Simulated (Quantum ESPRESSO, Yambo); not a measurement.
# BaTiO3 (P4mm): G0W0 in Yambo against the screening cutoff, part 2 of 2

Aim: move the screening cutoff of a G0W0 run on BaTiO3 (P4mm) over a wide range.

Yambo 5.3.0; PBE and many-body steps on it, plane waves. Known limits of the many-body steps: not at the basis limit; no spin-orbit coupling; coarse k mesh.

So far. Step 2 (2 Ha): The gap on the mesh goes from 1.85 eV to 3.43 eV, a correction of +1.58 eV. Step 3 (3 Ha): Against the run before, the gap moves by −0.067 eV.

The database entry behind the starting cell differs from later determinations by our own check (c/a about 0.6 % short), so it need not match the best structure at ambient conditions.

## 4. 6 Ha

Level of this step: G0W0 on PBE, plane waves, norm-conserving pseudopotentials (Yambo).

gw9.in

```
HF_and_locXC
gw0
dyson
ppa
em1d
rim_cut
RandQpts= 1000000
RandGvec= 1 RL
EXXRLvcs= 76 Ry
VXCRLvcs= 304 Ry
Chimod= "HARTREE"
% BndsRnXp
 1 | 87 |
%
NGsBlkXp= 12 Ry
% LongDrXp
 1 | 1 | 1 |
%
% GbndRnge
 1 | 87 |
%
DysSolver= "n"
ExtendOut
PPAPntXp= 27.21138 eV
% QPkrange
 18 | 18 | 19 | 22 |
 1 | 1 | 19 | 22 |
%
```

Launch:

```sh
$ OMP_NUM_THREADS=1 mpirun -n 8 yambo -F gw9.in -J gw9 -C gw9 > gw9.log
```

The log of the run:

```text
 Yambo, version 5.3.0

 [02] CORE Variables Setup
 =========================

  [... cell, symmetries and grids as in the set-up ...]

  [02.05] Energies & Occupations
  ==============================

  [X] === General ===
  [X] Electronic Temperature                        :  0.000000  0.000000 [eV K]
  [X] Bosonic    Temperature                        :  0.000000  0.000000 [eV K]
  [X] Finite Temperature mode                       : no
  [X] El. density                                   :  0.62226E+24 [cm-3]
[...]
QP @ state[ 1 ] b range                          :  19  22
   QP @ state[ 2 ] K range                          :  18  18
   QP @ state[ 2 ] b range                          :  19  22
   GF energies kind                                 : Perdew, Burke & Ernzerhof(X)+Perdew, Burke & Ernzerhof(C)
   GF WF`s kind                                     : Perdew, Burke & Ernzerhof(X)+Perdew, Burke & Ernzerhof(C)
   Xs energies kind                                 : Perdew, Burke & Ernzerhof(X)+Perdew, Burke & Ernzerhof(C)
   Xs WF`s kind                                     : Perdew, Burke & Ernzerhof(X)+Perdew, Burke & Ernzerhof(C)

 [11] Game Over & Game summary
```

The job ended after 2.3 min (8 MPI ranks of Arm Neoverse V2, shared host; peak memory 4.3 GiB).

This step gave:

* G0W0 gap on the points computed: 3.357 eV
* starting gap on the mesh: 1.850 eV
* k of the valence top: -0.5, -0.5, -0.5
* k of the conduction bottom: 0, 0, 0
* least direct G0W0 gap on the computed points: 3.733 eV

Against the run before, the gap moves by −0.004 eV.

## 5. 7.5 Ha

gw10.in, as its differences from gw9.in of step 4:

```diff
@@ -14,3 +14,3 @@
 %
-NGsBlkXp= 12 Ry
+NGsBlkXp= 15 Ry
 % LongDrXp
```

Launch:

```sh
$ OMP_NUM_THREADS=1 mpirun -n 8 yambo -F gw10.in -J gw10 -C gw10 > gw10.log
```

The log of the run:

```text
 Yambo, version 5.3.0

 [02] CORE Variables Setup
 =========================

  [... cell, symmetries and grids as in the set-up ...]

  [02.05] Energies & Occupations
  ==============================

  [X] === General ===
  [X] Electronic Temperature                        :  0.000000  0.000000 [eV K]
  [X] Bosonic    Temperature                        :  0.000000  0.000000 [eV K]
  [X] Finite Temperature mode                       : no
  [X] El. density                                   :  0.62226E+24 [cm-3]
[...]
QP @ state[ 1 ] b range                          :  19  22
   QP @ state[ 2 ] K range                          :  18  18
   QP @ state[ 2 ] b range                          :  19  22
   GF energies kind                                 : Perdew, Burke & Ernzerhof(X)+Perdew, Burke & Ernzerhof(C)
   GF WF`s kind                                     : Perdew, Burke & Ernzerhof(X)+Perdew, Burke & Ernzerhof(C)
   Xs energies kind                                 : Perdew, Burke & Ernzerhof(X)+Perdew, Burke & Ernzerhof(C)
   Xs WF`s kind                                     : Perdew, Burke & Ernzerhof(X)+Perdew, Burke & Ernzerhof(C)

 [11] Game Over & Game summary
```

Elapsed: 4.6 min, on 8 MPI ranks; peak memory 4.3 GiB.

Numbers from this step:

```yaml
g0w0_gap_on_the_points_computed: 3.353 eV
starting_gap_on_the_mesh: 1.850 eV
k_of_the_valence_top: -0.5, -0.5, -0.5
k_of_the_conduction_bottom: 0, 0, 0
least_direct_g0w0_gap_on_the_computed_points: 3.732 eV
```

Against the run before, the gap moves by −0.004 eV.

## 6. 9.5 Ha

gw11.in, as its differences from gw10.in of step 5:

```diff
@@ -14,3 +14,3 @@
 %
-NGsBlkXp= 15 Ry
+NGsBlkXp= 19 Ry
 % LongDrXp
```

Launch:

```sh
$ OMP_NUM_THREADS=1 mpirun -n 8 yambo -F gw11.in -J gw11 -C gw11 > gw11.log
```

The log of the run:

```text
 Yambo, version 5.3.0

 [02] CORE Variables Setup
 =========================

  [... cell, symmetries and grids as in the set-up ...]

  [02.05] Energies & Occupations
  ==============================

  [X] === General ===
  [X] Electronic Temperature                        :  0.000000  0.000000 [eV K]
  [X] Bosonic    Temperature                        :  0.000000  0.000000 [eV K]
  [X] Finite Temperature mode                       : no
  [X] El. density                                   :  0.62226E+24 [cm-3]
[...]
QP @ state[ 1 ] b range                          :  19  22
   QP @ state[ 2 ] K range                          :  18  18
   QP @ state[ 2 ] b range                          :  19  22
   GF energies kind                                 : Perdew, Burke & Ernzerhof(X)+Perdew, Burke & Ernzerhof(C)
   GF WF`s kind                                     : Perdew, Burke & Ernzerhof(X)+Perdew, Burke & Ernzerhof(C)
   Xs energies kind                                 : Perdew, Burke & Ernzerhof(X)+Perdew, Burke & Ernzerhof(C)
   Xs WF`s kind                                     : Perdew, Burke & Ernzerhof(X)+Perdew, Burke & Ernzerhof(C)

 [11] Game Over & Game summary
```

Elapsed: 8.4 min, on 8 MPI ranks; peak memory 4.4 GiB; 67 min of CPU time.

Numbers from this step:

* G0W0 gap on the points computed: 3.337 eV
* starting gap on the mesh: 1.850 eV
* k of the valence top: -0.5, -0.5, -0.5
* k of the conduction bottom: 0, 0, 0
* least direct G0W0 gap on the computed points: 3.718 eV

Against the run before, the gap moves by −0.016 eV.

## 7. Side by side

Times are wall times on 8 MPI ranks of Arm Neoverse V2, shared host, good to a factor of about two.

```
   run   mesh  bands  screening cutoff (eV)  DFT gap (eV)  gap on the mesh (eV)  direct (eV)     time
  2 Ha  4×4×4     87                   54.4         1.850                 3.427        3.781     48 s
  3 Ha  4×4×4     87                   81.6         1.850                 3.361        3.715     51 s
  6 Ha  4×4×4     87                  163.3         1.850                 3.357        3.733  2.3 min
7.5 Ha  4×4×4     87                  204.1         1.850                 3.353        3.732  4.6 min
9.5 Ha  4×4×4     87                  258.5         1.850                 3.337        3.718  8.4 min
```

## 8. Results

| Quantity | Value |
| --- | --- |
| 2 Ha | 3.427 eV |
| 3 Ha | 3.361 eV |
| 6 Ha | 3.357 eV |
| 7.5 Ha | 3.353 eV |
| 9.5 Ha | 3.337 eV |
| known limits | not at the basis limit; no spin-orbit coupling; coarse k mesh |

The setting moved: screening cutoff. From 2 Ha to 9.5 Ha the gap moves by −0.09 eV, for 11 times the time. The last step still moves it by −0.016 eV. Bands and screening cutoff are coupled, so a series along one setting does not show full convergence. Bands and cutoff are finite, so the gap is not at the basis limit. The miss can reach some tenths of an eV and take either sign; the mesh is an error of its own. In the G0W0 runs levels were corrected at 2 k points alone, so a gap called «on the mesh» is the least over those, and an edge elsewhere would be missed. The 4×4×4 mesh is coarse for this cell, which bears on the long-range parts of exchange and screening. The many-body steps are scalar-relativistic: spin-orbit coupling is not in them.

[Paths, hosts, dates, memory and timing lines, banners, echoed tables and standing remarks are left out of the program output.]

[Logs are printed without paths, hosts, clocks, repeated set-up lines and the standing remarks that a program may print on its own settings, such as how far it seeks lower states.]

[Runs of the session that timed out or met a known fault of the program may be left out.]

[Hosts, paths, dates, database ids (printed as entryN), source tags and the programs' standing remarks are cut or masked in the printed files.]
